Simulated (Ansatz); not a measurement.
# Work function of Ca(110): what the settings cost and change

Aim: the work function of Ca(110) against thickness and vacuum, with the cost.

Method: plane-wave DFT, PBE, Ansatz PAW, in Ansatz 0.2.0.

## Step 1: The structure

The cell holds 1 atom: 1 Ca. Cell: a = 5.580 Å, b = 3.946 Å, c = 18.000 Å, α = 90.0°, β = 90.0°, γ = 90.0°. Vacuum lies along c.

## Step 2: Run, setting 1 layer

A work function rests on the faint tail of the density, so the SCF threshold is tight. The slab grows from one layer, at fixed mesh and 18 Å of vacuum; then the vacuum is varied on one slab.

Input file input.yaml:

```yaml
crystal:
  lattice:
    - [5.58, 0.0, 0.0]
    - [0.0, 3.945655839, 0.0]
    - [0.0, 0.0, 18.0]
  atoms:
    - { symbol: Ca, position: [0.5, 0.5, 0.5] }
kpoints:
  mp_grid: { grid: [8, 10, 1] }
hamiltonian:
  xc: pbe
scf:
  occupations: { method: fermi_dirac, width: 0.1 }
  convergence: { dr2_threshold: 1.0e-09 }
efield:
  axis: 3
  dipole_correction: true
  ramp_position: 0.97
  ramp_width: 0.06
output:
  write_potential: true
  write_density: true
  volumetric_format: npy
  elf: true
```

The run is started by

```console
> ansatz run input.yaml --threads 2 --pin off --max-ram 3072MiB --backend cpu --events-out ev --progress --plain --runs-dir out
```

Numbers of over 12 decimals in the logs are rounded to 6 here.

The program printed:

```text
Engine: ansatz 0.2.0, aarch64-unknown-linux-gnu
Pseudopotentials: kind: paw
Pseudopotential: Ca, paw, valence charge 10, recommended cutoff 420 eV (normal), Ca.paw.azcp
Functional definition: PBE
  parameter kappa = 0.804
  parameter beta = 0.066725
  exchange = pbe_x(kappa = kappa, mu = beta*pi^2/3)
  correlation = pbe_c(beta = beta)
Crystal: 1 atoms, lattice volume = 396.302 Å³
Basis set: ecut = 420 eV, 7771 PW (Γ)
Bands: 9, of which v1, the nominal top of the filled ones, is band 5 counted from 1 (4 counted from 0)
Symmetry: 4 space group operations
k-points: 30 of 80
Non-local potential: Ca, projectors of the file, l = 0: 3, l = 1: 2, l = 2: 2
PAW form: soft (Blöchl's): semilocal exchange-correlation on the pseudo side does not see the compensation charge
PAW one-centre angular grid: Ca, 110 points (default); XC on 64 Gauss nodes
Initial density: superposition of atomic densities (neutral atoms: chi_scale 0, normalization atom), corrected by the library's trained network
Initial wavefunctions: pseudopotential atomic-orbital guess
Functional: x = pbe(κ = 0.804, μ = 0.219515), c = pbe(β = 0.066725)
SCF iter   1: F=—  HF=-1815.456956 eV  |F-HF|=—  |Δ(HF+E_count)|=         —  Δρ=9.61e-4  dr2=1.59e-2  ethr=1.77e-3  p=0.000 e·Å  D=4.20e-16 V/Å  ΔV_dip=-0.00 eV  dr2_dipole=2.48e-12  V_vac-E_F(+/−)=2.63/2.63 eV  ⟨swp⟩=9.9  Hψ=2844  notcnv=0
efield: sawtooth ramp at fractional position 0.9700 (set: `efield.ramp_position`, or a place that a band, a saddle search or an elastic batch's reference lends), width 0.0600; the density the first Hamiltonian is built on has a dipole p = 0.000 e·Å; the dipole correction subtracts the counter field D = 4.20e-16 V/Å, which shifts the + side's vacuum level by -0.00 eV against the − side's; the planar-averaged density in the ramp window peaks in size at 4.6e-6 e/Å³
preconditioner: auto → LDOS  [metal: Δε(μ)=0.009 eV  Ē_g=2.007 eV  σ=0.100 eV  W_gap=0.02  n_scr=18 (ndim 8)  ℏωp=2.6 eV  f_vac=0.675  D(μ)=1.78/eV (n_scr^D=4)  β→1.0]
SCF iter   2: F=—  HF=-1815.459254 eV  |F-HF|=—  |Δ(HF+E_count)|=   2.30e-3  Δρ=5.58e-4  dr2=3.48e-3  ethr=1.59e-4  p=0.000 e·Å  D=1.30e-7 V/Å  ΔV_dip=-0.00 eV  dr2_dipole=3.75e-11  V_vac-E_F(+/−)=2.67/2.67 eV  ⟨swp⟩=1.7  Hψ=557  notcnv=0
SCF iter   3: F=—  HF=-1815.461329 eV  |F-HF|=—  |Δ(HF+E_count)|=   2.08e-3  Δρ=2.14e-4  dr2=5.74e-4  ethr=3.48e-5  p=-0.000 e·Å  D=-8.60e-7 V/Å  ΔV_dip=0.00 eV  dr2_dipole=1.37e-10  V_vac-E_F(+/−)=2.65/2.65 eV  ⟨swp⟩=1.9  Hψ=302  notcnv=0
SCF iter   4: F=—  HF=-1815.461689 eV  |F-HF|=—  |Δ(HF+E_count)|=   3.59e-4  Δρ=5.99e-5  dr2=1.39e-5  ethr=5.74e-6  p=0.000 e·Å  D=1.23e-6 V/Å  ΔV_dip=-0.00 eV  dr2_dipole=2.26e-10  V_vac-E_F(+/−)=2.64/2.64 eV  ⟨swp⟩=2.2  Hψ=384  notcnv=0
SCF iter   5: F=—  HF=-1815.461706 eV  |F-HF|=—  |Δ(HF+E_count)|=   1.70e-5  Δρ=2.38e-5  dr2=2.71e-6  ethr=1.39e-7  p=-0.000 e·Å  D=-1.04e-6 V/Å  ΔV_dip=0.00 eV  dr2_dipole=2.43e-10  V_vac-E_F(+/−)=2.63/2.63 eV  ⟨swp⟩=2.1  Hψ=472  notcnv=0
SCF iter   6: F=—  HF=-1815.461709 eV  |F-HF|=—  |Δ(HF+E_count)|=   3.45e-6  Δρ=5.34e-6  dr2=1.51e-7  ethr=2.71e-8  p=0.000 e·Å  D=1.03e-6 V/Å  ΔV_dip=-0.00 eV  dr2_dipole=1.87e-10  V_vac-E_F(+/−)=2.63/2.63 eV  ⟨swp⟩=2.5  Hψ=509  notcnv=0
SCF iter   7: F=—  HF=-1815.461689 eV  |F-HF|=—  |Δ(HF+E_count)|=   1.99e-5  Δρ=1.27e-6  dr2=1.50e-8  ethr=1.51e-9  p=-0.000 e·Å  D=-1.24e-6 V/Å  ΔV_dip=0.00 eV  dr2_dipole=2.93e-10  V_vac-E_F(+/−)=2.63/2.63 eV  ⟨swp⟩=3.0  Hψ=555  notcnv=0
SCF iter   8: F=—  HF=-1815.461689 eV  |F-HF|=—  |Δ(HF+E_count)|=   8.51e-9  Δρ=5.93e-7  dr2=2.77e-9  ethr=1.50e-10  p=0.000 e·Å  D=1.10e-6 V/Å  ΔV_dip=-0.00 eV  dr2_dipole=2.31e-10  V_vac-E_F(+/−)=2.63/2.63 eV  ⟨swp⟩=2.6  Hψ=465  notcnv=0
SCF iter   9: F=-1815.461689 eV  HF=-1815.461689 eV  |F-HF|=2.25e-10  |Δ(HF+E_count)|=  5.41e-11  Δρ=2.05e-7  dr2=3.52e-10  ethr=1.00e-11  p=-0.000 e·Å  D=-2.65e-7 V/Å  ΔV_dip=0.00 eV  dr2_dipole=1.14e-11  V_vac-E_F(+/−)=2.63/2.63 eV  ⟨swp⟩=2.3  Hψ=640  notcnv=0
SCF 1 converged in 9 iterations: F = -1815.461689 eV  dr2 = 3.52e-10
  greatest PAW one-centre occupation: 0.996 electrons in one spin orbital (limit 2), on the Ca atom at site 0 (counted from 0), in its partial waves of l = 0
WARN: The output density's exchange-correlation potential varies sharply where the density is thin. Do not read a vacuum level from v_tot or v_xc, or from such a field of the output density. On a cell that repeats whose density bears no net charge and no dipole along the vacuum's axis use v_es (v_loc + v_h of the components); under efield.dipole_correction with no amplitude use v_es + v_field, which holds any externa [...]
SCF converged after 9 iterations
Free energy (F): -1815.461689 eV
Harris-Foulkes:  -1815.461689 eV  (|F-HF|=2.25e-10)
Internal energy: -1815.395399 eV  (E = F + TS)
E sigma→0 (E₀):  -1815.428544 eV
Entropy (-TS):   -0.066290 eV (-66.290 meV/atom)
Fermi energy:    -1.662999 eV
Dipole field:    D = 0.000003 V/Å  (p = 0.000006 e·Å, saw-weighted, corrected)
Work function:   Φ+ = 2.6345 eV   Φ− = 2.6346 eV
Levels:          The Fermi level and band energies are counted from a zero that moves with the ramp; work functions are not
--- Per-component energies (eV) ---
  E_band       = -256.035849
  E_kinetic    = 271.702401
  E_local      = -2017.207523  (includes V_loc(G=0)·N_el)
  E_nonlocal   = 63.564526
  E_hartree    = 828.272811
  E_xc         = -133.591006
  E_vxc        = -166.298733  (∫ρ·V_xc dr)
  E_paw        = -858.070823  (= ΣΔE_a)
  E_vpaw       = -64.342421  (= ΣTr[D̂ρ^β])
  E_aug_tail   = -0.000006  (compensation charges beyond the density's cutoff)
  E_efield     = 0.000000  (sawtooth field / dipole correction)
  E_vefield    = 0.000000  (∫n·V_field dr)
  E_ewald      = 29.934221
  E_smearing   = -0.066290  (= −TS)
  E_closure    = -0.000000  (closes the sum)
  Σ components = -1815.461689   (vs F -1815.461689, Δ=0.00e0)
--- Band table (eV; the first three rows and the last of 30) ---
  k-point 0: bands = ["-45.5923", "-26.6139", "-26.5374", "-26.4028", "-4.0023", "-1.3150", "-1.2890", "-0.9549", "-0.5767"]
  k-point 1: bands = ["-45.5920", "-26.6134", "-26.5369", "-26.4084", "-3.8855", "-1.2864", "-1.2218", "-0.9149", "-0.5540"]
  k-point 2: bands = ["-45.5911", "-26.6121", "-26.5356", "-26.4230", "-3.5434", "-1.2360", "-1.0493", "-0.8071", "-0.4935"]
  k-point 29: bands = ["-45.5888", "-26.6086", "-26.5327", "-26.4609", "-1.4073", "-1.1989", "-0.9046", "-0.9036", "-0.5151"]
```

The job ended after 18 s (2 threads of Arm Neoverse N1, shared host; peak memory 0.49 GiB).

This step gave:

| Property | Result |
| --- | --- |
| energy at zero smearing | -1815.4285 eV |
| work function, upper face | 2.635 eV |

Running mean over 1.973 Å of the planar mean; the ramp of the sawtooth is left out. Table of electron's electrostatic potential energy less the Fermi level by z:

```csv
z (Å),electron's electrostatic potential energy less the Fermi level (eV)
2.88,2.63
3.17,2.63
3.60,2.63
3.89,2.63
4.18,2.63
4.46,2.63
4.90,2.62
5.18,2.61
5.47,2.60
5.90,2.55
6.19,2.48
6.48,2.37
6.91,2.07
7.20,1.70
7.49,1.09
7.78,0.186
8.21,-1.43
8.50,-2.29
8.78,-2.76
9.22,-2.76
9.50,-2.29
9.79,-1.43
10.22,0.186
10.51,1.09
10.80,1.70
11.09,2.07
11.52,2.37
11.81,2.48
12.10,2.55
12.53,2.60
12.82,2.61
13.10,2.62
13.54,2.63
13.82,2.63
14.11,2.63
14.40,2.63
14.83,2.63
15.12,2.63
```

Electrostatic potential energy in the ca plane at fractional y = 0.500, with atoms of Ca within 0.2 Å of it. With pseudopotentials it is smooth inside the atoms' cores, unlike the true potential.

Ten even steps from '0' (-15 eV) to '9' (1 eV), each cell a mean:
```
99999999999999999999999999999999999999999999
99999999999999999999999999999999999999999999
99999999999999999998877789999999999999999999
99999999999999999987543468899999999999999999
99999999999999999875100036899999999999999999
99999999999999999863000005789999999999999999
99999999999999999862000005789999999999999999
99999999999999999874000016899999999999999999
99999999999999999986310257899999999999999999
99999999999999999988765678999999999999999999
99999999999999999999888899999999999999999999
99999999999999999999999999999999999999999999
99999999999999999999999999999999999999999999
```
Columns run along c (18.0 Å; values clipped at the 3rd and 97th percentile), rows up along a (5.6 Å). Atoms in or near the plane, at fractional coordinates: Ca at (0.50, 0.50).

Valence density in the ca plane at fractional y = 0.500, with atoms of Ca within 0.2 Å of it. It is the smooth field of the valence electrons, not physical close to the nuclei.

Ten steps, logarithmic in the rise over the least value, from '0' (0.0 e/Å³) to '9' (6.4 e/Å³), each cell a mean:
```
00000000000000000000000000000000000000000000
00000000000000000000000000000000000000000000
00000000000000000000000000000000000000000000
00000000000000000000122110000000000000000000
00000000000000000001366520000000000000000000
00000000000000000002699841000000000000000000
00000000000000000002799851000000000000000000
00000000000000000002588731000000000000000000
00000000000000000001244310000000000000000000
00000000000000000000011100000000000000000000
00000000000000000000000000000000000000000000
00000000000000000000000000000000000000000000
00000000000000000000000000000000000000000000
```
Columns run along c (18.0 Å), rows up along a (5.6 Å). Atoms in or near the plane, at fractional coordinates: Ca at (0.50, 0.50).

ELF in the ca plane at fractional y = 0.500, with atoms of Ca within 0.2 Å of it. It is the smooth field of the valence electrons, not physical close to the nuclei.

Ten even steps from '0' (0.00) to '9' (0.86), each cell a mean:
```
00000000000000000123445432100000000000000000
00000000000000001234444444210000000000000000
00000000000000002343211123321000000000000000
00000000000000013421012101332100000000000000
00000000000000023310488620243100000000000000
00000000000000124202899950133100000000000000
00000000000000124203999960133100000000000000
00000000000000123301799940143100000000000000
00000000000000013310255301342100000000000000
00000000000000012332000012431000000000000000
00000000000000001244332344321000000000000000
00000000000000000124455543210000000000000000
00000000000000000123344432100000000000000000
```
Columns run along c (18.0 Å), rows up along a (5.6 Å). Atoms in or near the plane, at fractional coordinates: Ca at (0.50, 0.50).

The work function is 2.635 eV.

## Step 3: Slab, 2 atoms

System of this step: Ca(110). The cell holds 2 atoms: 2 Ca. Cell: a = 5.580 Å, b = 3.946 Å, c = 19.973 Å, α = 90.0°, β = 90.0°, γ = 90.0°. Vacuum lies along c.

input.yaml, the sections that differ from step 2:

```yaml
crystal:
  lattice:
    - [5.58, 0.0, 0.0]
    - [0.0, 3.945655839, 0.0]
    - [0.0, 0.0, 19.9728279195]
  atoms:
    - { symbol: Ca, position: [0.5, 0.5, 0.4506122036] }
    - { symbol: Ca, position: [0.0, 0.0, 0.5493877964] }
output:
  write_potential: true
  write_density: true
  volumetric_format: npy
# kpoints, hamiltonian, scf, efield: as in step 2
```

The program printed:

```text
[...]
Crystal: 2 atoms, lattice volume = 439.737 Å³
Basis set: ecut = 420 eV, 8613 PW (Γ)
Bands: 14, of which v1, the nominal top of the filled ones, is band 10 counted from 1 (9 counted from 0)
Symmetry: 4 space group operations
k-points: 30 of 80
[...]
k-point 1: bands = [... 6 lower, -24.9942, -24.9740, -4.0909, -1.9885, -0.9117, -0.2993, -0.2752, -0.0687, ... 4 higher]
  k-point 2: bands = [... 6 lower, -25.0075, -24.9905, -3.7641, -1.7053, -0.7986, -0.3563, -0.2444, 0.0418, ... 4 higher]
  k-point 29: bands = [... 6 lower, -25.0196, -25.0196, -1.2461, -1.2461, -0.9185, -0.9185, -0.1578, -0.1578, ... 4 higher]
[key lines of the parts left out:]
SCF converged after 8 iterations
Free energy (F): -3632.277492 eV
Fermi energy:    -1.192886 eV
Dipole field:    D = 0.000003 V/Å  (p = 0.000007 e·Å, saw-weighted, corrected)
Work function:   Φ+ = 2.8208 eV   Φ− = 2.8209 eV
```

The job ended after 37 s (2 threads; peak memory 0.62 GiB; 64 s of CPU time).

The work function is 2.821 eV, +0.186 eV from the run “1 layer”, at 2.0 times its CPU time.

## Step 4: Run, 3 atoms

System of this step: Ca(110). The cell holds 3 atoms: 3 Ca. Its edges and angles: a = 5.580 Å, b = 3.946 Å, c = 21.946 Å, α = 90.0°, β = 90.0°, γ = 90.0°. Vacuum lies along c.

input.yaml, the sections that differ from step 3:

```yaml
crystal:
  lattice:
    - [5.58, 0.0, 0.0]
    - [0.0, 3.945655839, 0.0]
    - [0.0, 0.0, 21.945655839]
  atoms:
    - { symbol: Ca, position: [0.0, 0.0, 0.4101039434] }
    - { symbol: Ca, position: [0.5, 0.5, 0.5] }
    - { symbol: Ca, position: [0.0, 0.0, 0.5898960566] }
# kpoints, hamiltonian, scf, efield, output: as in step 3
```

The program printed:

```text
[...]
Crystal: 3 atoms, lattice volume = 483.172 Å³
Basis set: ecut = 420 eV, 9467 PW (Γ)
Bands: 19, of which v1, the nominal top of the filled ones, is band 15 counted from 1 (14 counted from 0)
Symmetry: 4 space group operations
k-points: 30 of 80
[...]
k-point 0: bands = [... 11 lower, -23.7525, -4.0492, -2.5098, -0.9276, -0.6436, 0.0995, 0.3150, 0.3228]
  k-point 1: bands = [... 11 lower, -23.7587, -3.9392, -2.4046, -0.8451, -0.5819, 0.0730, 0.3347, 0.3370]
  k-point 2: bands = [... 11 lower, -23.7748, -3.6167, -2.1008, -0.6463, -0.4217, 0.0099, 0.3423, 0.3556]
  k-point 29: bands = [... 11 lower, -23.7945, -1.2056, -0.9148, -0.7940, -0.5434, -0.0403, 0.1571, 0.1675]
[key lines of the parts left out:]
SCF converged after 9 iterations
Free energy (F): -5449.173062 eV
Fermi energy:    -0.640397 eV
Dipole field:    D = -0.000000 V/Å  (p = -0.000001 e·Å, saw-weighted, corrected)
Work function:   Φ+ = 2.8036 eV   Φ− = 2.8035 eV
```

Elapsed: 40 s, on 2 threads; peak memory 0.66 GiB.

The work function is 2.804 eV, -0.017 eV from the run “2 layers”, at 1.1 times its CPU time.

## Step 5: Run, 4 atoms

System of this step: Ca(110). The cell holds 4 atoms: 4 Ca. Cell: a = 5.580 Å, b = 3.946 Å, c = 23.918 Å, α = 90.0°, β = 90.0°, γ = 90.0°. Vacuum lies along c.

input.yaml, the sections that differ from step 4:

```yaml
crystal:
  lattice:
    - [5.58, 0.0, 0.0]
    - [0.0, 3.945655839, 0.0]
    - [0.0, 0.0, 23.9184837585]
  atoms:
    - { symbol: Ca, position: [0.5, 0.5, 0.3762780321] }
    - { symbol: Ca, position: [0.0, 0.0, 0.458759344] }
    - { symbol: Ca, position: [0.5, 0.5, 0.541240656] }
    - { symbol: Ca, position: [0.0, 0.0, 0.6237219679] }
# kpoints, hamiltonian, scf, efield, output: as in step 4
```

The program printed:

```text
[...]
Crystal: 4 atoms, lattice volume = 526.608 Å³
Basis set: ecut = 420 eV, 10349 PW (Γ)
Bands: 24, of which v1, the nominal top of the filled ones, is band 20 counted from 1 (19 counted from 0)
Symmetry: 4 space group operations
k-points: 30 of 80
[...]
k-point 1: bands = [... 16 lower, -3.6670, -2.5976, -1.1783, -0.2416, -0.0386, 0.4376, 0.5420, 0.7385, ... 4 higher]
  k-point 2: bands = [... 16 lower, -3.3442, -2.2898, -0.9148, -0.0838, 0.1328, 0.4837, 0.5017, 0.6494, ... 4 higher]
  k-point 29: bands = [... 16 lower, -0.7944, -0.7944, -0.3201, -0.3201, 0.1524, 0.1524, 0.1926, 0.1926, ... 4 higher]
[key lines of the parts left out:]
SCF converged after 9 iterations
Free energy (F): -7266.057940 eV
Fermi energy:    -0.175223 eV
Dipole field:    D = 0.000003 V/Å  (p = 0.000010 e·Å, saw-weighted, corrected)
Work function:   Φ+ = 2.7662 eV   Φ− = 2.7662 eV
```

Run time: 65 s. Hardware: 2 threads; peak memory 0.82 GiB; 1.9 min of CPU time.

The work function is 2.766 eV, -0.037 eV from the run “3 layers”, at 1.7 times its CPU time.

## Step 6: Run, 5 atoms

System of this step: Ca(110). The cell holds 5 atoms: 5 Ca. Cell: a = 5.580 Å, b = 3.946 Å, c = 25.891 Å, α = 90.0°, β = 90.0°, γ = 90.0°. Vacuum lies along c.

input.yaml, the sections that differ from step 5:

```yaml
crystal:
  lattice:
    - [5.58, 0.0, 0.0]
    - [0.0, 3.945655839, 0.0]
    - [0.0, 0.0, 25.891311678]
  atoms:
    - { symbol: Ca, position: [0.0, 0.0, 0.3476069545] }
    - { symbol: Ca, position: [0.5, 0.5, 0.4238034772] }
    - { symbol: Ca, position: [0.0, 0.0, 0.5] }
    - { symbol: Ca, position: [0.5, 0.5, 0.5761965228] }
    - { symbol: Ca, position: [0.0, 0.0, 0.6523930455] }
# kpoints, hamiltonian, scf, efield, output: as in step 5
```

The program printed:

```text
[...]
Crystal: 5 atoms, lattice volume = 570.043 Å³
Basis set: ecut = 420 eV, 11193 PW (Γ)
Bands: 30, of which v1, the nominal top of the filled ones, is band 25 counted from 1 (24 counted from 0)
Symmetry: 4 space group operations
k-points: 30 of 80
[...]
k-point 1: bands = [... 21 lower, -2.6477, -1.4977, -0.3288, 0.0308, 0.5047, 0.5530, 0.9224, 0.9395, ... 6 higher]
  k-point 2: bands = [... 21 lower, -2.3369, -1.2132, -0.1120, 0.2183, 0.6087, 0.6555, 0.8646, 0.8680, ... 6 higher]
  k-point 29: bands = [... 21 lower, -0.4845, -0.0204, 0.0425, 0.0778, 0.1426, 0.2754, 0.4162, 0.7657, ... 6 higher]
[key lines of the parts left out:]
SCF converged after 10 iterations
Free energy (F): -9082.931023 eV
Fermi energy:    0.168046 eV
Dipole field:    D = 0.000000 V/Å  (p = 0.000000 e·Å, saw-weighted, corrected)
Work function:   Φ+ = 2.8209 eV   Φ− = 2.8209 eV
```

Wall time 95 s (2 threads); peak memory 0.98 GiB.

The work function is 2.821 eV, +0.055 eV from the run “4 layers”, at 1.5 times its CPU time.

## Step 7: Slab, 6 atoms

System of this step: Ca(110). The cell holds 6 atoms: 6 Ca. Cell: a = 5.580 Å, b = 3.946 Å, c = 27.864 Å, α = 90.0°, β = 90.0°, γ = 90.0°. Vacuum lies along c.

input.yaml, the sections that differ from step 6:

```yaml
crystal:
  lattice:
    - [5.58, 0.0, 0.0]
    - [0.0, 3.945655839, 0.0]
    - [0.0, 0.0, 27.8641395976]
  atoms:
    - { symbol: Ca, position: [0.5, 0.5, 0.3229957978] }
    - { symbol: Ca, position: [0.0, 0.0, 0.3937974787] }
    - { symbol: Ca, position: [0.5, 0.5, 0.4645991596] }
    - { symbol: Ca, position: [0.0, 0.0, 0.5354008404] }
    - { symbol: Ca, position: [0.5, 0.5, 0.6062025213] }
    - { symbol: Ca, position: [0.0, 0.0, 0.6770042022] }
# kpoints, hamiltonian, scf, efield, output: as in step 6
```

The program printed:

```text
[...]
Crystal: 6 atoms, lattice volume = 613.478 Å³
Basis set: ecut = 420 eV, 12035 PW (Γ)
Bands: 36, of which v1, the nominal top of the filled ones, is band 30 counted from 1 (29 counted from 0)
Symmetry: 4 space group operations
k-points: 30 of 80
[...]
k-point 0: bands = [... 26 lower, -1.7683, -0.7012, 0.2313, 0.2584, 0.6706, 0.8894, 1.2555, 1.3066, ... 8 higher]
  k-point 1: bands = [... 26 lower, -1.6666, -0.6092, 0.3112, 0.3272, 0.7326, 0.9272, 1.2282, 1.2797, ... 8 higher]
  k-point 2: bands = [... 26 lower, -1.3728, -0.3531, 0.4922, 0.5142, 0.8800, 0.9837, 1.1643, 1.2220, ... 8 higher]
  k-point 29: bands = [... 26 lower, 0.2818, 0.2818, 0.3208, 0.3208, 0.4619, 0.4619, 0.8962, 0.8962, ... 8 higher]
[key lines of the parts left out:]
SCF converged after 10 iterations
Free energy (F): -10899.801926 eV
Fermi energy:    0.495699 eV
Dipole field:    D = 0.000000 V/Å  (p = 0.000000 e·Å, saw-weighted, corrected)
Work function:   Φ+ = 2.8150 eV   Φ− = 2.8150 eV
```

Run time: 2.1 min. Hardware: 2 threads; peak memory 1.1 GiB; 3.7 min of CPU time.

The work function is 2.815 eV, -0.006 eV from the run “5 layers”, at 1.3 times its CPU time.

(Continued in part 2 of 2.)

[Logs are printed without paths, hosts, clocks, repeated set-up lines and the standing remarks that a program may print on its own settings, such as how far it seeks lower states.]

[Hosts, paths, dates, database ids (printed as entryN), source tags and the programs' standing remarks are cut or masked in the printed files.]

[Maps of the electrostatic potential energy from Ansatz leave out the sawtooth potential of an applied field or a dipole correction, so their vacuum need not be flat; planar profiles and work functions include it.]
